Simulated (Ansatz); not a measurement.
# BiH3 (model cell, started as ReO3 type): following an unstable mode

Wanted: the energy along a soft mode of BiH3 (model cell, started as ReO3 type) and the structure at the end.

Program: Ansatz 0.2.0. Level of theory: DFT PBEsol, scalar-relativistic, plane waves, PAW. Values are calculated unless marked as measured.

This is a report of a sequence of runs, with the program logs left out and the cost of each run kept.

The structure was built from a prototype and need not be the compound's stable phase.

**1. The system as given**

It takes space group Pm-3m (No. 221, cubic). The conventional cell has a = 4.163 Å, b = 4.163 Å, c = 4.163 Å, α = 90.00°, β = 90.00°, γ = 90.00°. Nearest to Bi lie 6 H at 2.08 Å. Nearest to H lie 2 Bi at 2.08 Å. Farther neighbours, and contacts between anions beyond the nearest, are not listed.

**2. Response at finite wavevector**

Stability and thermal properties need the whole zone. Linear response on a 4×4×4 q mesh gives force constants as far as a supercell of that size would.

The input, input.yaml:

```yaml
crystal:
  lattice:
    - [4.1628261251, 0.0, 0.0]
    - [0.0, 4.1628261251, 0.0]
    - [0.0, 0.0, 4.1628261251]
  atoms:
    - { symbol: Bi, position: [0.0, 0.0, 0.0] }
    - { symbol: H, position: [0.5, 0.0, 0.0] }
    - { symbol: H, position: [0.0, 0.5, 0.0] }
    - { symbol: H, position: [0.0, 0.0, 0.5] }
kpoints:
  mp_grid: { grid: [12, 12, 12] }
hamiltonian:
  xc: pbesol
scf:
  occupations: { method: methfessel_paxton, width: 0.2 }
output:
  eigenvalues: true
phonons:
  method: dfpt
  qmesh: [4, 4, 4]
  temperatures: { t_max: 1000, t_step: 50 }
  qpath:
    path:
      - [[0.0, 0.0, 0.0], [0.0, 0.5, 0.0], [0.5, 0.5, 0.0], [0.0, 0.0, 0.0], [0.5, 0.5, 0.5], [0.0, 0.5, 0.0]]
      - [[0.5, 0.5, 0.5], [0.5, 0.5, 0.0]]
    npoints: 10
```

The run is started by

```console
$ ansatz run input.yaml --threads 4 --pin off --max-ram 7168MiB --backend cpu --events-out ev --progress --plain --runs-dir out
```

It took 11 min on 4 threads of Arm Neoverse V2, shared host; peak memory 3.6 GiB.

Read from the output:

| Item | Value |
| --- | --- |
| volume per atom | 18.03 Å³ |
| gap on the k-mesh | 0 eV |
| sum-rule residual before enforcement | 7.87e-5 eV/Å² |
| lowest frequency on the path | -1377 cm⁻¹ |
| point group | m-3m |
| highest frequency on path, mesh or solved points | 1522 cm⁻¹ |
| highest optical mode at the zone centre (no LO-TO term) | 476.4 cm⁻¹ |
| lowest optical zone-centre mode | -1284 cm⁻¹ |
| lowest mode on the q mesh (acoustic modes at Γ apart) | -1377 cm⁻¹ |

Frequencies (cm⁻¹) solved at each irreducible wavevector; negative means imaginary. Frequencies by wavevector, by row:

```csv
q in reciprocal lattice units,star,mode 1,mode 2,mode 3,mode 4,mode 10,mode 11,mode 12
0 0 0,1,-1284,-1284,-1284,0,476.4,476.4,476.4
0 0 0.25,6,-1310,-1310,17.9,17.9,473.6,473.6,1236
0 0 -0.5,3,-1348,-1348,29.8,29.8,466.5,466.5,1415
0 0.25 0.25,12,-1316,25.4,72.8,80.6,559.2,1207,1277
0 0.25 -0.5,12,-1344,34.9,83.3,104.5,603,1235,1422
0 -0.5 -0.5,3,-1377,41.9,112.9,112.9,668.1,1373,1454
0.25 0.25 0.25,8,75.7,75.7,86.3,344,1164,1283,1283
0.25 0.25 -0.5,12,82,88.1,105.7,283.7,1184,1287,1432
0.25 -0.5 -0.5,6,89.9,113.5,113.5,197.7,1214,1397,1462
-0.5 -0.5 -0.5,1,120.3,120.3,120.3,195.7,1311,1464,1464
```

Interpolated from a 4×4×4 q mesh. The phonon branches at the labelled points (cm⁻¹):

```csv
point,branch 1,branch 2,branch 3,branch 4,branch 9,branch 10,branch 11,branch 12
Γ,-1284,-1284,-1284,0,455,476,476,476
halfway,-1310,-1310,18,18,462,474,474,1236
X,-1348,-1348,30,30,458,466,466,1415
halfway,-1344,35,83,104,471,603,1235,1422
M,-1377,42,113,113,451,668,1373,1454
halfway,-1316,25,73,81,471,559,1207,1277
Γ,-1284,-1284,-1284,0,455,476,476,476
halfway,76,76,86,344,563,1164,1283,1283
R,120,120,120,196,664,1311,1464,1464
halfway,82,88,106,284,604,1184,1287,1432
X,-1348,-1348,30,30,458,466,466,1415
jump to R,120,120,120,196,664,1311,1464,1464
halfway,90,114,114,198,666,1214,1397,1462
M,-1377,42,113,113,451,668,1373,1454
```

Symmetry leaves 10 wavevectors to solve. The lowest mode among them, the acoustic zeros apart, lies at q = (0, -0.5, -0.5) and is imaginary, 1376.9i cm⁻¹, so the energy falls along it.

**3. The mode frozen in, largest atomic shift 0 Å**

The mode followed lies at q = (0, -0.5, -0.5) with frequency 1376.9i cm⁻¹, the softest among the wavevectors solved. At small amplitude the pattern taken leaves space group no. 129 by a symmetry search on the positions. The undistorted cell that holds it gives the zero of energy on the same k mesh.

System of this step: BiH3 (model cell, started as ReO3 type). It takes space group Pm-3m (No. 221, cubic). Conventional cell: a = 4.163 Å, b = 4.163 Å, c = 4.163 Å, α = 90.00°, β = 90.00°, γ = 90.00°. Nearest to Bi lie 6 H at 2.08 Å. Nearest to H lie 2 Bi at 2.08 Å. H has 2 Bi at 2.08 Å nearest. Farther neighbours, and contacts between anions beyond the nearest, are not listed.

The input, input.yaml:

```yaml
crystal:
  lattice:
    - [-4.1628261251, 0.0, 0.0]
    - [0.0, -4.1628261251, -4.1628261251]
    - [0.0, -4.1628261251, 4.1628261251]
  atoms:
    - { symbol: Bi, position: [0.0, 0.5, 0.5] }
    - { symbol: Bi, position: [0.0, 1.0, 0.0] }
    - { symbol: H, position: [0.5, 1.0, 0.0] }
    - { symbol: H, position: [0.5, 0.5, 0.5] }
    - { symbol: H, position: [0.0, 0.75, 0.75] }
    - { symbol: H, position: [0.0, 0.25, 0.25] }
    - { symbol: H, position: [0.0, 0.25, 0.75] }
    - { symbol: H, position: [0.0, 0.75, 0.25] }
kpoints:
  mp_grid: { grid: [8, 6, 6] }
hamiltonian:
  xc: pbesol
scf:
  occupations: { method: methfessel_paxton, width: 0.2 }
output:
  forces: true
  stress: true
  eigenvalues: true
```

Wall time 2.5 s (4 threads); peak memory 0.48 GiB.

Read from the output:

| Property | Result |
| --- | --- |
| pressure | 6.00e-4 GPa |
| energy from the undistorted cell | 0 meV/atom |

The run ends at a pressure of 0.00 GPa.

**4. The mode frozen in, largest atomic shift 0.22 Å**

The atoms are moved along the unstable eigenvector, the largest shift by 0.22 Å, with the cell fixed.

input.yaml, the sections that differ from step 3:

```yaml
crystal:
  lattice:
    - [-4.1628261251, 0.0, 0.0]
    - [0.0, -4.1628261251, -4.1628261251]
    - [0.0, -4.1628261251, 4.1628261251]
  atoms:
    - { symbol: Bi, position: [0.0002162952, 0.5, 0.5] }
    - { symbol: Bi, position: [-0.0002162952, 1.0, 0.0] }
    - { symbol: H, position: [0.5528487122, 1.0, 0.0] }
    - { symbol: H, position: [0.4471512878, 0.5, 0.5] }
    - { symbol: H, position: [0.0, 0.75, 0.75] }
    - { symbol: H, position: [0.0, 0.25, 0.25] }
    - { symbol: H, position: [0.0, 0.25, 0.75] }
    - { symbol: H, position: [0.0, 0.75, 0.25] }
# kpoints, hamiltonian, scf, output: as in step 3
```

Wall time 2.6 s (4 threads); peak memory 0.49 GiB; 9.7 s of CPU time.

Read from the output:

```
pressure                         : 1.039 GPa
energy from the undistorted cell : -17.45 meV/atom
```

The energy, extrapolated to zero smearing, is -17.45 meV/atom against the undistorted cell.

The run ends at a pressure of 1.04 GPa, with forces up to 0.12 eV/Å.

**5. Energy along the mode, all amplitudes (two of the runs are shown above)**

An imaginary frequency means negative curvature, so the energy should fall and then rise again as anharmonic terms take over.

Numbers from this step:

| Item | Value |
| --- | --- |
| depth at the lowest point sampled | 17.45 meV/atom |
| largest atomic shift at that point | 0.22 Å |

Energy from the parent against largest atomic shift:

```csv
largest atomic shift (Å),energy from the parent (meV/atom)
0.000,0
0.040,-1.52
0.080,-5.46
0.140,-12.3
0.220,-17.5
0.320,-8.81
0.450,49.6
```

Displacement at unit largest shift by atom:

```csv
atom,x (Å),y (Å),z (Å),size
Bi1,0.00,0.00,0.00,0.00
Bi2,0.00,0.00,0.00,0.00
H3,-1.00,0.00,0.00,1.00
H4,1.00,0.00,0.00,1.00
H5,0.00,0.00,0.00,0.00
H6,0.00,0.00,0.00,0.00
H7,0.00,0.00,0.00,0.00
H8,0.00,0.00,0.00,0.00
```

The lowest step is at 0.22 Å, 17.5 meV/atom below the parent, and the energy rises beyond it.

**6. Relaxing from the distorted cell**

Starting from the lowest point found, all atoms and the cell are let go, so that strain and other modes of the same symmetry can join in.

Changes to input.yaml since step 4:

```diff
@@ -24 +24,6 @@
   eigenvalues: true
+relax:
+  adjacent_minimum: "off"
+  f_tol: 0.002
+  max_steps: 120
+  cell: { stress_tol: 0.03 }
```

Elapsed: 34 s, on 4 threads; peak memory 0.53 GiB; 2.2 min of CPU time.

Step by step:

```csv
step,energy less that of the first step (eV),largest force component (eV/Å),pressure (GPa),volume (Å³)
1,0.0000,0.1185,1.04,144.28
2,-0.1027,0.2877,-0.18,151.64
3,-0.1375,0.2446,-0.20,153.06
4,-0.1503,0.1372,0.51,153.96
5,-0.1532,0.0345,0.12,155.73
6,-0.1536,0.0042,-0.01,156.95
7,-0.1535,0.0020,0.00,157.30
8,-0.1535,0.0002,0.00,157.27
9*,-0.1640,0.0004,0.05,157.27
10,-0.1640,0.0005,0.02,158.24
11,-0.1639,0.0003,0.00,158.63
12*,-0.1645,0.0003,0.00,158.63
```

Relaxation steps marked * repeat the geometry before them on a plane-wave basis chosen anew for their cell, so energy and pressure can jump there.

Forces are held to the 16 operations that the program found; a distortion that breaks them can't arise in this run.

```csv
cell as run,before,after,change
a (Å),4.163,4.621,+11.0 %
b (Å),5.887,5.859,-0.5 %
c (Å),5.887,5.859,-0.5 %
volume (Å³/atom),18.03,19.83,+9.9 %
```

The atoms that moved most (Å, as changes of fractional coordinates times the final cell):

```csv
atom,dx,dy,dz,length
H3,-0.433,0.000,0.000,0.433
H4,0.433,0.000,0.000,0.433
Bi2,-0.192,0.000,0.000,0.192
Bi1,0.192,0.000,0.000,0.192
```

Final coordinates:

```cif
data_structure
_symmetry_space_group_name_H-M 'P 1'
_symmetry_Int_Tables_number 1
_cell_length_a 4.6205
_cell_length_b 5.8593
_cell_length_c 5.8593
_cell_angle_alpha 90.000
_cell_angle_beta 90.000
_cell_angle_gamma 90.000
_cell_volume 158.63
loop_
_atom_site_label
_atom_site_type_symbol
_atom_site_fract_x
_atom_site_fract_y
_atom_site_fract_z
_atom_site_occupancy
Bi1 Bi 0.95865 0.50000 0.50000 1
Bi2 Bi 0.04135 0.00000 0.00000 1
H3 H 0.64648 0.00000 0.00000 1
H4 H 0.35352 0.50000 0.50000 1
H5 H 0.00000 0.75000 0.75000 1
H6 H 0.00000 0.25000 0.25000 1
H7 H 0.00000 0.25000 0.75000 1
H8 H 0.00000 0.75000 0.25000 1
```

This step gave:

```
pressure        : 0.001373 GPa
volume per atom : 19.83 Å³
```

The distorted start has space group P4/nmm; the relaxation ends in P4/nmm.

**7. The new phase in its own primitive cell**

The relaxed structure is symmetrised, reduced to its primitive cell and relaxed tightly, as its phonons need.

The input, input.yaml:

```yaml
crystal:
  lattice:
    - [5.8593432718, 0.0, 0.0]
    - [0.0, 5.8593432718, 0.0]
    - [0.0, 0.0, 4.6205323766]
  atoms:
    - { symbol: Bi, position: [0.5, 0.0, 0.9586543344] }
    - { symbol: Bi, position: [0.0, 0.5, 0.0413456656] }
    - { symbol: H, position: [0.0, 0.5, 0.6464815563] }
    - { symbol: H, position: [0.5, 0.0, 0.3535184437] }
    - { symbol: H, position: [0.75, 0.25, 0.0] }
    - { symbol: H, position: [0.25, 0.75, 0.0] }
    - { symbol: H, position: [0.25, 0.25, 0.0] }
    - { symbol: H, position: [0.75, 0.75, 0.0] }
kpoints:
  mp_grid: { grid: [6, 6, 8] }
hamiltonian:
  xc: pbesol
scf:
  occupations: { method: methfessel_paxton, width: 0.2 }
output:
  forces: true
  stress: true
  eigenvalues: true
relax:
  adjacent_minimum: "off"
  f_tol: 0.001
  max_steps: 60
  cell: { stress_tol: 0.01 }
```

Wall time 6.6 s (4 threads); peak memory 0.54 GiB.

Little changed from the start: no atom moved by 0.005 Å and no cell edge by 0.1 %.

Numbers from this step:

```yaml
pressure: 0.001377 GPa
```

The largest force component left is 0.33 meV/Å and the pressure is 0.001 GPa, within the tolerances set. The cell now holds 19.83 Å³/atom.

**8. Modes of the new phase, k-mesh 6×6×8**

A relaxed structure may still be a saddle point, so its zone-centre modes are computed. No field response is asked, since the mesh shows no gap.

Changes to input.yaml since step 7:

```diff
@@ -21,9 +21,4 @@
 output:
-  forces: true
-  stress: true
   eigenvalues: true
-relax:
-  adjacent_minimum: "off"
-  f_tol: 0.001
-  max_steps: 60
-  cell: { stress_tol: 0.01 }
+phonons:
+  method: dfpt
```

Elapsed: 86 s, on 4 threads; peak memory 2.1 GiB.

Read from the output:

| Quantity | Value |
| --- | --- |
| sum-rule residual before enforcement | 4.38e-5 eV/Å² |
| point group | 4/mmm |
| highest optical mode at the zone centre (no LO-TO term) | 1578 cm⁻¹ |
| lowest optical zone-centre mode | -1262 cm⁻¹ |

Patterns of degenerate modes are one choice out of their space. Modes at Γ, with each element's share of the kinetic energy (negative means imaginary):

```csv
mode,frequency (cm⁻¹),symmetry,Bi %,H %
1,-1262.0,Eu,0,100
2,-1262.0,Eu,0,100
3,0.0,acoustic,99,1
4,0.0,acoustic,99,1
5,0.0,acoustic,99,1
6,55.3,A1g,100,0
7,112.6,Eg,99,1
8,112.6,Eg,99,1
9,156.8,Eu,0,100
10,156.8,Eu,0,100
11,175.7,A1u,0,100
12,406.5,Eu,1,99
13,406.5,Eu,1,99
14,518.8,A2u,1,99
15,534.1,Eg,1,99
16,534.1,Eg,1,99
17,540.2,B1u,0,100
18,659.1,B2u,0,100
19,693.1,Eu,0,100
20,693.1,Eu,0,100
21,1425.4,A2u,0,100
22,1500.8,B1u,0,100
23,1577.8,A2u,0,100
24,1577.9,A1g,0,100
```

Displacements in mode 1 (-1262.0 cm⁻¹), the largest set to 1:
```
Bi1 -0.01  0.00  0.00
Bi2 -0.01  0.00  0.00
H3   0.19  0.00  0.00
H4   0.19  0.00  0.00
H5   0.84  1.00  0.21
H6   0.84  1.00 -0.21
H7   0.84 -1.00 -0.21
H8   0.84 -1.00  0.21
```

Displacements in mode 12 (406.5 cm⁻¹), the largest set to 1:
```
Bi1  0.00 -0.01  0.00
Bi2  0.00 -0.01  0.00
H3   0.00 -0.01  0.00
H4   0.00 -0.01  0.00
H5  -0.85  1.00  0.01
H6  -0.85  1.00 -0.01
H7   0.85  1.00  0.01
H8   0.85  1.00 -0.01
```

Before it was imposed, the acoustic sum rule was missed by 4.4e-5 eV/Å². Small misses are needed for a sound result but don't prove that mesh and cutoff are converged. The lowest optical mode is imaginary, 1262.0i cm⁻¹, so the energy falls along it.

**9. Outcome**

```json
{
 "unstable mode of the parent": "q = (0, -0.5, -0.5), 1377i cm⁻¹",
 "depth at the lowest point sampled": "17.5 meV/atom",
 "largest atomic shift at that point": "0.22 Å",
 "space group reached": "P4/nmm",
 "energy gained over the parent (first relaxation, on the mesh of the frozen mode)": "38.0 meV/atom",
 "volume per atom, phase reached": "19.8 Å³",
 "lowest optical zone-centre mode, phase reached": "-1262 cm⁻¹",
 "highest optical mode at the zone centre (no LO-TO term), phase reached": "1578 cm⁻¹"
}
```

In words: Along this mode the structure falls into P4/nmm, 38.0 meV/atom below the parent. At the parent's cell the well is 17.45 meV/atom deep on the steps tried, with its lowest point at a shift of 0.22 Å. Relaxing atoms and cell changes the gain by +20.57 meV/atom against the lowest step (energies at zero smearing). The new phase still has an imaginary mode at the zone centre of its cell, so it is a saddle point on the way to a lower structure. Of the 4 patterns followed from this parent, this one ends 40.4 meV/atom above the lowest, Cmcm. Each path keeps the symmetry of its pattern, so a lower phase may lie along a pattern not tried. With no gap, or one that is small against the smearing, the frequencies hang on the k mesh and the smearing, most of all near Kohn anomalies. Spin-orbit coupling is left out, which can matter for the heavy elements here. A phonon run warned that its eigensolver left some bands unconverged in a pass. The starting cell was built on a prototype and not taken from a measurement, so the phase need not exist.

[Long decimals in the printed logs are rounded to 6 places.]

[Logs are printed without paths, hosts, clocks, repeated set-up lines and the standing remarks that a program may print on its own settings, such as how far it seeks lower states.]

[Hosts, paths, dates, database ids (printed as entryN), source tags and the programs' standing remarks are cut or masked in the printed files.]

[Where the starting crystal was built by hand or by swapping elements, it need not be the compound's stable phase.]
